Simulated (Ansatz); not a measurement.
## SnH2 (model cell, started as CdI2 type): following an unstable mode

Which phase does SnH2 (model cell, started as CdI2 type) fall into along its unstable mode, and how much energy does it gain?

Method: DFT PBEsol, scalar-relativistic, plane waves, PAW, in Ansatz 0.2.0.

The structure was built from a prototype and need not be the compound's stable phase.

**1. The structure**

Symmetry: P-3m1, No. 164, trigonal system. The conventional cell has a = 3.597 Å, b = 3.597 Å, c = 3.141 Å, α = 90.00°, β = 90.00°, γ = 120.00°. Sn has 6 H at 2.19 Å nearest. H has 3 Sn at 2.19 Å nearest. Farther neighbours, and contacts between anions beyond the nearest, are not listed.

**2. Phonons on a q mesh**

Stability and thermal properties need the whole zone. Linear response on a 3×3×4 q mesh gives force constants as far as a supercell of that size would.

File input.yaml:

```yaml
crystal:
  lattice:
    - [3.5965558943, 0.0, 0.0]
    - [-1.7982779471, 3.1147087706, 0.0]
    - [0.0, 0.0, 3.1406510309]
  atoms:
    - { symbol: Sn, position: [0.0, 0.0, 0.0] }
    - { symbol: H, position: [0.3333333333, 0.6666666667, 0.219013677] }
    - { symbol: H, position: [0.6666666667, 0.3333333333, 0.780986323] }
kpoints:
  mp_grid: { grid: [15, 15, 16] }
hamiltonian:
  xc: pbesol
scf:
  occupations: { method: methfessel_paxton, width: 0.2 }
output:
  eigenvalues: true
phonons:
  method: dfpt
  qmesh: [3, 3, 4]
  temperatures: { t_max: 1000, t_step: 50 }
  qpath:
    path:
      - [[0.0, 0.0, 0.0], [0.5, 0.0, 0.0], [0.33333333, 0.33333333, 0.0], [0.0, 0.0, 0.0], [0.0, 0.0, 0.5], [0.5, 0.0, 0.5], [0.33333333, 0.33333333, 0.5], [0.0, 0.0, 0.5]]
      - [[0.5, 0.0, 0.5], [0.5, 0.0, 0.0]]
      - [[0.33333333, 0.33333333, 0.5], [0.33333333, 0.33333333, 0.0]]
    npoints: 10
```

The run is started by

```bash
> ansatz run input.yaml --threads 4 --pin off --max-ram 7168MiB --backend cpu --events-out ev --progress --plain --runs-dir out
```

The program printed:

```text
Warning: phonons: the dynamical matrix that this run interpolates holds no multipole term above the dipole-dipole one, and a site of this crystal is no centre of inversion, so its interpolated transverse optical and acoustic branches and sound speeds can stay off near Gamma, and the density of states and the thermodynamics with them. What a run solves at a wave vector of phonons.qpoints, Gamma apart, where the deck admits one, is free of this, and under fd what a larger phonons.supercell samples
Engine: ansatz 0.2.0, aarch64-unknown-linux-gnu
Pseudopotentials: kind: paw
Pseudopotential: Sn, paw, valence charge 14, recommended cutoff 420 eV (normal), Sn.paw.azcp
Pseudopotential: H, paw, valence charge 1, recommended cutoff 420 eV (normal), H.paw.azcp
Functional definition: PBEsol
  exchange = pbesol_x
  correlation = pbesol_c
Crystal: 3 atoms, lattice volume = 35.182 Å³
Basis set: ecut = 420 eV, 659 PW (Γ), exchange–correlation on 50×50×48 points (8 copies of the dense FFT grid, shifted against one another)
Bands: 12, of which v1, the nominal top of the filled ones, is band 8 counted from 1 (7 counted from 0)
Symmetry: 12 space group operations
k-points: 376 of 3600
Non-local potential: Sn, projectors of the file, l = 0: 2, l = 1: 2, l = 2: 2, l = 3: 2
Non-local potential: H, projectors of the file, l = 0: 2, l = 1: 1
PAW form: soft (Blöchl's): semilocal exchange-correlation on the pseudo side does not see the compensation charge
PAW frozen core: Sn, regenerated for the run's functional, and the local potential with it (the file was generated under x = pbe(κ = 0.804, μ = 0.219515), c = pbe(β = 0.066725))
PAW one-centre angular grid: Sn, 590 points (default); XC on 64 Gauss nodes
PAW one-centre angular grid: H, 110 points (default); XC on 64 Gauss nodes
Initial density: superposition of atomic densities (neutral atoms: chi_scale 0, normalization atom), corrected by the library's trained network
Initial wavefunctions: pseudopotential atomic-orbital guess
Functional: x = pbesol(κ = 0.804, μ = 0.123457), c = pbesol(β = 0.046)
SCF iter   1: F=—  HF=-5979.805767 eV  |F-HF|=—  |Δ(HF+E_count)|=         —  Δρ=7.45e-3  dr2=1.64e-2  ethr=1.77e-3  ⟨swp⟩=4.9  Hψ=23819  notcnv=0
preconditioner: auto → none  [metal: Δε(μ)=0.041 eV  Ē_g=20.446 eV  σ=0.200 eV  W_gap=0.17  n_scr=8 (ndim 8)  ℏωp=25.0 eV  f_vac=0.000  D(μ)=0.42/eV (n_scr^D=0)  sad-step TF]
SCF iter   2: F=—  HF=-5979.800512 eV  |F-HF|=—  |Δ(HF+E_count)|=   5.26e-3  S|Δr|=    0.00e0  Δρ=3.87e-3  dr2=5.03e-3  ethr=1.02e-4  ⟨swp⟩=1.2  Hψ=7676  notcnv=0
SCF iter   3: F=—  HF=-5979.798637 eV  |F-HF|=—  |Δ(HF+E_count)|=   1.88e-3  S|Δr|=    0.00e0  Δρ=4.90e-4  dr2=3.95e-5  ethr=3.15e-5  ⟨swp⟩=2.8  Hψ=7159  notcnv=0
SCF iter   4: F=—  HF=-5979.798636 eV  |F-HF|=—  |Δ(HF+E_count)|=   1.10e-6  S|Δr|=    0.00e0  Δρ=2.72e-4  dr2=2.54e-5  ethr=2.47e-7  ⟨swp⟩=2.0  Hψ=7486  notcnv=0
SCF iter   5: F=—  HF=-5979.798620 eV  |F-HF|=—  |Δ(HF+E_count)|=   1.53e-5  S|Δr|=    0.00e0  Δρ=3.48e-5  dr2=3.61e-7  ethr=1.59e-7  ⟨swp⟩=2.0  Hψ=7378  notcnv=0
SCF iter   6: F=—  HF=-5979.798620 eV  |F-HF|=—  |Δ(HF+E_count)|=   2.19e-7  S|Δr|=    0.00e0  Δρ=1.09e-5  dr2=2.73e-8  ethr=2.25e-9  ⟨swp⟩=2.0  Hψ=7456  notcnv=0
SCF iter   7: F=—  HF=-5979.798620 eV  |F-HF|=—  |Δ(HF+E_count)|=   1.61e-8  S|Δr|=    0.00e0  Δρ=2.12e-6  dr2=1.09e-9  ethr=1.70e-10  ⟨swp⟩=2.1  Hψ=6881  notcnv=0
SCF iter   8: F=-5979.798620 eV  HF=-5979.798620 eV  |F-HF|=1.82e-12  |Δ(HF+E_count)|=  6.30e-10  S|Δr|=    0.00e0  Δρ=1.37e-7  dr2=2.77e-12  ethr=1.00e-12  ⟨swp⟩=5.2  Hψ=21824  notcnv=0
SCF 1 converged in 8 iterations: F = -5979.798620 eV  dr2 = 2.77e-12
  greatest PAW one-centre occupation: 0.992 electrons in one spin orbital (limit 2), on the Sn atom at site 0 (counted from 0), in its partial waves of l = 2
Initial density: read from a saved state, or passed on in memory by an earlier SCF of this step, an earlier step, the calling program or the single point that the run made first
iter 1 solved again at ethr=1.36e-7 eV; its pass at ethr=3.10e-3 eV (dr2=2.17e-5 eV) is discarded
SCF iter   1: F=—  HF=-5979.798620 eV  |F-HF|=—  |Δ(HF+E_count)|=         —  Δρ=4.33e-7  dr2=8.88e-11  ethr=1.36e-7  ⟨swp⟩=2.9  Hψ=35371  notcnv=0
eigensolver tolerance schedule: the retry pair's looser diagonalisation over-reported the residual by 244275.05 of it (diagonalisation noise at an unbounded share of the residual, at the tolerance the schedule requests for it); recorded, not acted on — ethr = c·dr2/N_el stays at c = 1.0e-1
preconditioner: auto → none  [metal: Δε(μ)=0.039 eV  Ē_g=20.468 eV  σ=0.200 eV  W_gap=0.16  n_scr=8 (ndim 8)  ℏωp=25.0 eV  f_vac=0.000  D(μ)=0.42/eV (n_scr^D=0)]
SCF iter   2: F=—  HF=-5979.798620 eV  |F-HF|=—  |Δ(HF+E_count)|=   2.50e-8  S|Δr|=    0.00e0  Δρ=4.25e-7  dr2=7.58e-11  ethr=1.00e-12  ⟨swp⟩=3.5  Hψ=10696  notcnv=0
SCF iter   3: F=—  HF=-5979.798620 eV  |F-HF|=—  |Δ(HF+E_count)|=  2.73e-11  S|Δr|=    0.00e0  Δρ=2.23e-7  dr2=2.00e-11  ethr=1.00e-12  ⟨swp⟩=1.0  Hψ=4512  notcnv=0
SCF iter   4: F=-5979.798620 eV  HF=-5979.798620 eV  |F-HF|=9.09e-13  |Δ(HF+E_count)|=  1.18e-11  S|Δr|=    0.00e0  Δρ=5.36e-8  dr2=1.06e-12  ethr=1.00e-12  ⟨swp⟩=3.1  Hψ=13729  notcnv=0
SCF 2 converged in 4 iterations: F = -5979.798620 eV  dr2 = 1.06e-12
phonons: the bands overlap, so this run is a metal and interpolates without the dipole-dipole term. If the crystal is really an insulator or semiconductor, its LO-TO splitting is missing
NSCF: frozen V_eff on 376 k-points
WARN: eigensolver did not converge in 5 slots of this pass, the one above among them; of largest residual over every band (k=8): 1 band(s) unlocked (lowest unlocked band 11, counted from 0; max residual 3.19e-4 eV among the unlocked bands, 3.19e-4 eV over every band); of lowest unlocked band (k=7): band 11
NSCF: frozen V_eff on 968 k-points
DFPT response loops at q = (0, 0, 0) (fractional): preconditioner auto → Kerker (q_TF=auto, 2.393 Å⁻¹) (partly filled bands, converged f_vac=0.000); β = 1.00, the filter's whole step (`scf.mixing.beta` (0.50) is not read by the response loops under this deck's `scf.mixing.preconditioner`; to damp them name `kerker` or `kerker_dos`, under which they read `scf.mixing.beta`, and type it under 1.00, their step now; both keys bind the ground state too); Broyden in place of MSR1
NSCF: frozen V_eff on 3840 k-points
DFPT response loops at q = (0, 0, 0.25) (fractional): mixed as the last ones told, above
NSCF: frozen V_eff on 1936 k-points
DFPT response loops at q = (0, 0, -0.5) (fractional): mixed as the last ones told, above
NSCF: frozen V_eff on 3840 k-points
DFPT response loops at q = (0, 0.333333, 0) (fractional): mixed as the last ones told, above
NSCF: frozen V_eff on 3840 k-points
DFPT response loops at q = (0, 0.333333, 0.25) (fractional): mixed as the last ones told, above
NSCF: frozen V_eff on 3840 k-points
DFPT response loops at q = (0, 0.333333, -0.5) (fractional): mixed as the last ones told, above
NSCF: frozen V_eff on 3840 k-points
DFPT response loops at q = (0, 0.333333, -0.25) (fractional): mixed as the last ones told, above
NSCF: frozen V_eff on 3630 k-points
DFPT response loops at q = (0.333333, 0.333333, 0) (fractional): mixed as the last ones told, above
NSCF: frozen V_eff on 7200 k-points
DFPT response loops at q = (0.333333, 0.333333, 0.25) (fractional): mixed as the last ones told, above
NSCF: frozen V_eff on 3630 k-points
DFPT response loops at q = (0.333333, 0.333333, -0.5) (fractional): mixed as the last ones told, above
SCF converged after 8 iterations
Stability not checked: this state was not tested for a lower state beside it, because cold or Methfessel-Paxton smearing, or corrected tetrahedra, fill the levels in a way that the test cannot read (fill_not_monotonic; see scf.lower_state_search)
Free energy (F): -5979.798620 eV
Harris-Foulkes:  -5979.798620 eV  (|F-HF|=1.82e-12)
Internal energy: -5979.798292 eV  (E = F + TS)
E sigma→0 (E₀):  -5979.798538 eV
Entropy (-TS):   -0.000328 eV (-0.109 meV/atom)
Fermi energy:    8.289051 eV
Step filling:    the computed levels leave a gap of 0.0032 eV = 0.0 smearing widths at the electron count; against every level under it full and every level over it empty, smearing changes F+E_penalty+E_count by -0.329 meV and its σ→0 estimate by -0.247 meV
--- Per-component energies (eV) ---
  E_band       = -109.298356
  E_kinetic    = 212.322686
  E_local      = -957.600475  (includes V_loc(G=0)·N_el)
  E_nonlocal   = -28.051176
  E_hartree    = 568.912310
  E_xc         = -396.830852
  E_vxc        = -119.731394  (∫ρ·V_xc dr)
  E_paw        = -4064.961151  (= ΣΔE_a)
  E_vpaw       = -354.060426  (= ΣTr[D̂ρ^β])
  E_aug_tail   = -0.002145  (compensation charges beyond the density's cutoff)
  E_ewald      = -1313.872329
  E_core_change = 0.284840  (= ΣΔE_core)
  E_smearing   = -0.000328  (= −TS)
  E_closure    = -0.000000  (closes the sum)
  Σ components = -5979.798620   (vs F -5979.798620, Δ=0.00e0)
--- Band table (eV; the first three rows and the last of 376) ---
  k-point 0: bands = [... 4 lower, -12.9443, -3.2824, 7.5550, 11.8186, 12.2061, 12.2061, 14.6591, 16.1721]
  k-point 1: bands = [... 4 lower, -12.9477, -3.2266, 7.4214, 11.8319, 12.2678, 12.2678, 13.8579, 16.5515]
  k-point 2: bands = [... 4 lower, -12.9572, -3.0595, 7.0040, 11.8402, 12.4498, 12.4498, 12.9677, 16.6984]
  k-point 375: bands = [... 4 lower, -12.8666, 4.1874, 4.1874, 4.2354, 6.7005, 10.1335, 10.1335, 19.9103]
--- Phonons (Γ-DFPT): 4 representative perturbations + reference (Σ response iterations 13) ---
  ASR residual: 2.372e-4 → 0.000e0 eV/Å²; symmetrization residual: 2.972e-7 eV/Å²
  ASR residual per site (eV/Å²): 2.37e-4 3.72e-5 3.72e-5
  Γ frequencies (cm⁻¹): -280.57 -280.57 0.00 0.00 0.00 454.36 780.91 815.16 815.16
--- Phonons (arbitrary-q DFPT): 10 irreducible q on the 3×3×4 mesh ---
  q = [0.0000, 0.0000, 0.0000] (star 1, of the zone-centre solve; hermiticity 3.95e-7, symmetrization 2.06e-10): -280.57 -280.57 -0.00 0.00 0.00 454.36 780.91 815.16 815.16
  q = [0.0000, 0.0000, 0.2500] (star 2, 4 solved perturbations in 5312 linear systems a pass and spin channel, the states on 1920 of 3600 k-point pairs; hermiticity 1.37e-7, symmetrization 4.61e-9): -106.88 -106.88 76.03 117.49 117.49 564.43 775.29 780.35 780.35
  q = [0.0000, 0.0000, -0.5000] (star 1, 4 solved perturbations in 2688 linear systems a pass and spin channel, the states on 968 of 3600 k-point pairs; hermiticity 1.18e-7, symmetrization 2.53e-9): -61.20 -61.20 120.85 314.28 314.28 681.02 762.14 796.85 796.85
  q = [0.0000, 0.3333, 0.0000] (star 6, 6 solved perturbations on 1920 of 3600 k-point pairs; hermiticity 6.54e-8, symmetrization 2.65e-10): 23.69 25.71 128.12 435.23 458.24 504.01 650.81 790.73 801.76
  q = [0.0000, 0.3333, 0.2500] (star 6, 6 solved perturbations on 1920 of 3600 k-point pairs; hermiticity 7.70e-8, symmetrization 1.93e-10): -23.61 69.30 112.14 337.37 504.04 555.26 676.95 779.81 791.00
  q = [0.0000, 0.3333, -0.5000] (star 6, 6 solved perturbations on 1920 of 3600 k-point pairs; hermiticity 7.99e-8, symmetrization 1.06e-10): -36.41 92.76 123.41 450.60 490.80 547.16 712.08 744.49 802.26
  q = [0.0000, 0.3333, -0.2500] (star 6, 6 solved perturbations on 1920 of 3600 k-point pairs; hermiticity 7.92e-8, symmetrization 1.83e-10): -20.65 57.44 125.67 317.64 518.31 550.69 694.08 754.71 783.26
  q = [0.3333, 0.3333, 0.0000] (star 2, 4 solved perturbations in 4892 linear systems a pass and spin channel, the states on 1815 of 3600 k-point pairs; hermiticity 5.64e-8, symmetrization 3.35e-9): -580.59 14.09 110.41 110.41 481.46 481.46 693.86 719.45 719.45
  q = [0.3333, 0.3333, 0.2500] (star 4, 4 solved perturbations in 9664 linear systems a pass and spin channel, the states on 3600 of 3600 k-point pairs; hermiticity 5.55e-8, symmetrization 2.97e-8): -215.11 97.94 97.94 102.29 414.59 414.59 670.60 741.12 741.12
  q = [0.3333, 0.3333, -0.5000] (star 2, 4 solved perturbations in 4892 linear systems a pass and spin channel, the states on 1815 of 3600 k-point pairs; hermiticity 7.62e-8, symmetrization 6.64e-9): -53.95 74.43 74.43 311.53 339.11 339.11 667.46 753.64 753.64
  sum rule: each row above includes the acoustic sum rule's correction from the zone centre's row sums; it moved no ω² by more than (3.17 cm⁻¹)²
  mesh force constants: q→R imaginary residual 0.00e0; ASR residual 2.372e-4 → 0.000e0 eV/Å²; symmetrization residual 2.220e-15 eV/Å²
  interpolated dispersion: 93 rows × 9 modes
  density of states and harmonic sums: on the 21×21×20 q-mesh, interpolated from the force constants of a 3×3×4 supercell (no non-analytic term)
  largest difference from the sums on the solved wave vectors: F 4.25e-2 eV, S 5.44e-5 and C_V 1.44e-5 eV/K
  zero-point energy: 0.226461 eV/cell   skipped modes (ω ≤ 0): 801, of them read as no rigid motion or as one in doubt: 798 (8.866e-1 modes/cell left out, lowest -580.59 cm⁻¹)   left out of the sums: 9.86e-2 of the cell's modes: C_V's classical limit lies that fraction below 3 k_B per atom; for a crystal, a wire or a layer, F and S can be off by more, and a phonons.interpolated_qmesh denser along its periods is the remedy for the sampling
```

It took 9.6 min on 4 threads of Arm Neoverse V2, shared host; peak memory 3.6 GiB.

The column dr2 measures how far the density is from self-consistency, as an energy; F and HF (Harris–Foulkes) agree once it is small.

This step gave:

| Item | Value |
| --- | --- |
| volume per atom | 11.73 Å³ |
| gap on the k-mesh | 0 eV |
| sum-rule residual before enforcement | 2.37e-4 eV/Å² |
| lowest frequency on the path | -580.6 cm⁻¹ |
| point group | -3m |
| highest frequency on path, mesh or solved points | 856.4 cm⁻¹ |
| highest optical mode at the zone centre (no LO-TO term) | 815.2 cm⁻¹ |
| lowest optical zone-centre mode | -280.6 cm⁻¹ |
| lowest mode on the q mesh (acoustic modes at Γ apart) | -580.6 cm⁻¹ |

Frequencies (cm⁻¹) solved at each irreducible wavevector; negative means imaginary. Frequencies by wavevector, by row:

| q in reciprocal lattice units | star | mode 1 | mode 2 | mode 3 | mode 4 | mode 5 | mode 6 | mode 7 | mode 8 | mode 9 |
| --- | --- | --- | --- | --- | --- | --- | --- | --- | --- | --- |
| 0 0 0 | 1 | -280.6 | -280.6 | 0 | 0 | 0 | 454.4 | 780.9 | 815.2 | 815.2 |
| 0 0 0.25 | 2 | -106.9 | -106.9 | 76 | 117.5 | 117.5 | 564.4 | 775.3 | 780.4 | 780.4 |
| 0 0 -0.5 | 1 | -61.2 | -61.2 | 120.8 | 314.3 | 314.3 | 681 | 762.1 | 796.9 | 796.9 |
| 0 0.3333 0 | 6 | 23.7 | 25.7 | 128.1 | 435.2 | 458.2 | 504 | 650.8 | 790.7 | 801.8 |
| 0 0.3333 0.25 | 6 | -23.6 | 69.3 | 112.1 | 337.4 | 504 | 555.3 | 677 | 779.8 | 791 |
| 0 0.3333 -0.5 | 6 | -36.4 | 92.8 | 123.4 | 450.6 | 490.8 | 547.2 | 712.1 | 744.5 | 802.3 |
| 0 0.3333 -0.25 | 6 | -20.6 | 57.4 | 125.7 | 317.6 | 518.3 | 550.7 | 694.1 | 754.7 | 783.3 |
| 0.3333 0.3333 0 | 2 | -580.6 | 14.1 | 110.4 | 110.4 | 481.5 | 481.5 | 693.9 | 719.5 | 719.5 |
| 0.3333 0.3333 0.25 | 4 | -215.1 | 97.9 | 97.9 | 102.3 | 414.6 | 414.6 | 670.6 | 741.1 | 741.1 |
| 0.3333 0.3333 -0.5 | 2 | -54 | 74.4 | 74.4 | 311.5 | 339.1 | 339.1 | 667.5 | 753.6 | 753.6 |

Interpolated from a 3×3×4 q mesh. The phonon branches at the labelled points (cm⁻¹):

| point | branch 1 | branch 2 | branch 3 | branch 4 | branch 5 | branch 6 | branch 7 | branch 8 | branch 9 |
| --- | --- | --- | --- | --- | --- | --- | --- | --- | --- |
| Γ | -281 | -281 | 0 | 0 | 0 | 454 | 781 | 815 | 815 |
| halfway | -19 | 26 | 108 | 350 | 396 | 522 | 683 | 796 | 840 |
| M | 17 | 33 | 82 | 319 | 463 | 600 | 675 | 730 | 744 |
| halfway | -387 | 18 | 66 | 152 | 443 | 574 | 672 | 730 | 747 |
| K | -581 | 14 | 110 | 110 | 482 | 482 | 694 | 720 | 720 |
| halfway | 24 | 31 | 116 | 321 | 483 | 498 | 632 | 782 | 850 |
| Γ | -281 | -281 | 0 | 0 | 0 | 454 | 781 | 815 | 815 |
| halfway | -107 | -107 | 76 | 118 | 118 | 564 | 775 | 780 | 780 |
| A | -61 | -61 | 121 | 314 | 314 | 681 | 762 | 797 | 797 |
| halfway | -44 | 92 | 119 | 483 | 495 | 564 | 720 | 780 | 789 |
| L | -82 | -27 | 136 | 321 | 463 | 607 | 669 | 724 | 794 |
| halfway | -87 | 39 | 125 | 303 | 399 | 492 | 668 | 754 | 770 |
| H | -54 | 74 | 74 | 312 | 339 | 339 | 668 | 754 | 754 |
| halfway | -34 | 102 | 114 | 479 | 492 | 534 | 710 | 751 | 807 |
| A | -61 | -61 | 121 | 314 | 314 | 681 | 762 | 797 | 797 |
| jump to L | -82 | -27 | 136 | 321 | 463 | 607 | 669 | 724 | 794 |
| halfway | 13 | 64 | 113 | 329 | 446 | 610 | 680 | 720 | 767 |
| M | 17 | 33 | 82 | 319 | 463 | 600 | 675 | 730 | 744 |
| jump to H | -54 | 74 | 74 | 312 | 339 | 339 | 668 | 754 | 754 |
| halfway | -215 | 98 | 98 | 102 | 415 | 415 | 671 | 741 | 741 |
| K | -581 | 14 | 110 | 110 | 482 | 482 | 694 | 720 | 720 |

The phonon branches as a text plot (rows in cm⁻¹):

```
    826 |****        ********    *** **       ******
    767 |********** ****************** *******  **************
    707 |  ** *******            ** *****    ****  ******** * ***
    647 |    * ***   ***       **  *    *****    ** **   *** **
    587 |      ***   *        *     *  ***      *   *******
    527 |   * *   * * **     *       **        *
    467 |*** ********  ******       ***** *   ****  *******    **
    407 |   ***      **            *  *  *** * * **          **
    347 |  **  *       *          *    **  ****   * *********
    288 |  *          * *       **       ****      *       *
    228 |       *              *                            *
    168 |        *      *
    108 |  *****  ******      ************** ********************
     48 |*********   ****** ***    **     ***    *    *****   ***
    -12 |****  *  ***    ****        *****    **  * ***   *
    -72 |       *       *      ******  *******  *****      **
   -132 | *                   *
   -191 | *              *   *                               *
   -251 |*           *    ***
   -311 |                                                     *
   -371 |        *
   -431 |
   -491 |         *                                            *
   -551 |          **                                           *
         Γ     M   K       Γ     A      L   H     A|L    M|H    K
```

Symmetry leaves 10 wavevectors to solve. The lowest mode among them, the acoustic zeros apart, lies at q = (0.333, 0.333, 0) and is imaginary, 580.6i cm⁻¹, so the energy falls along it.

**3. The mode frozen in, largest atomic shift 0 Å**

The mode followed lies at Γ with frequency 280.6i cm⁻¹ and is 2-fold degenerate, one of the unstable modes though not the softest. At small amplitude the pattern taken leaves space group no. 5 by a symmetry search on the positions. The undistorted cell that holds it gives the zero of energy on the same k mesh.

input.yaml, the sections that differ from step 2:

```yaml
output:
  forces: true
  stress: true
  eigenvalues: true
# crystal, kpoints, hamiltonian, scf: as in step 2
# phonons: removed
```

The program printed:

```text
[...]
Crystal: 3 atoms, lattice volume = 35.182 Å³
Basis set: ecut = 420 eV, 659 PW (Γ), exchange–correlation on 50×50×48 points (8 copies of the dense FFT grid, shifted against one another)
Bands: 12, of which v1, the nominal top of the filled ones, is band 8 counted from 1 (7 counted from 0)
Symmetry: 12 space group operations
[...]
k-points: 376 of 3600
[...]
--- Band table (eV; the first three rows and the last of 376) ---
  k-point 0: bands = [... 4 lower, -12.9447, -3.2824, 7.5550, 11.8185, 12.2061, 12.2061, 14.6591, 16.1721]
  k-point 1: bands = [... 4 lower, -12.9481, -3.2266, 7.4214, 11.8318, 12.2678, 12.2678, 13.8579, 16.5515]
  k-point 2: bands = [... 4 lower, -12.9576, -3.0596, 7.0040, 11.8402, 12.4497, 12.4497, 12.9677, 16.6984]
  k-point 375: bands = [... 4 lower, -12.8670, 4.1874, 4.1874, 4.2353, 6.7005, 10.1335, 10.1335, 19.9103]
[key lines of the parts left out:]
SCF converged after 6 iterations
Free energy (F): -5979.798620 eV
Fermi energy:    8.289023 eV
P = ⅓ Tr σ = -0.0026 GPa (-0.026 kbar)
```

The job ended after 1.9 s (4 threads; peak memory 0.44 GiB).

This step gave:

```
pressure                         : -0.002569 GPa
energy from the undistorted cell : 0 meV/atom
```

The run ends at a pressure of 0.00 GPa.

(Continued in part 2 of 3.)

[Long decimals in the printed logs are rounded to 6 places.]

[Logs are printed without paths, hosts, clocks, repeated set-up lines and the standing remarks that a program may print on its own settings, such as how far it seeks lower states.]

[Hosts, paths, dates, database ids (printed as entryN), source tags and the programs' standing remarks are cut or masked in the printed files.]

[Where the starting crystal was built by hand or by swapping elements, it need not be the compound's stable phase.]
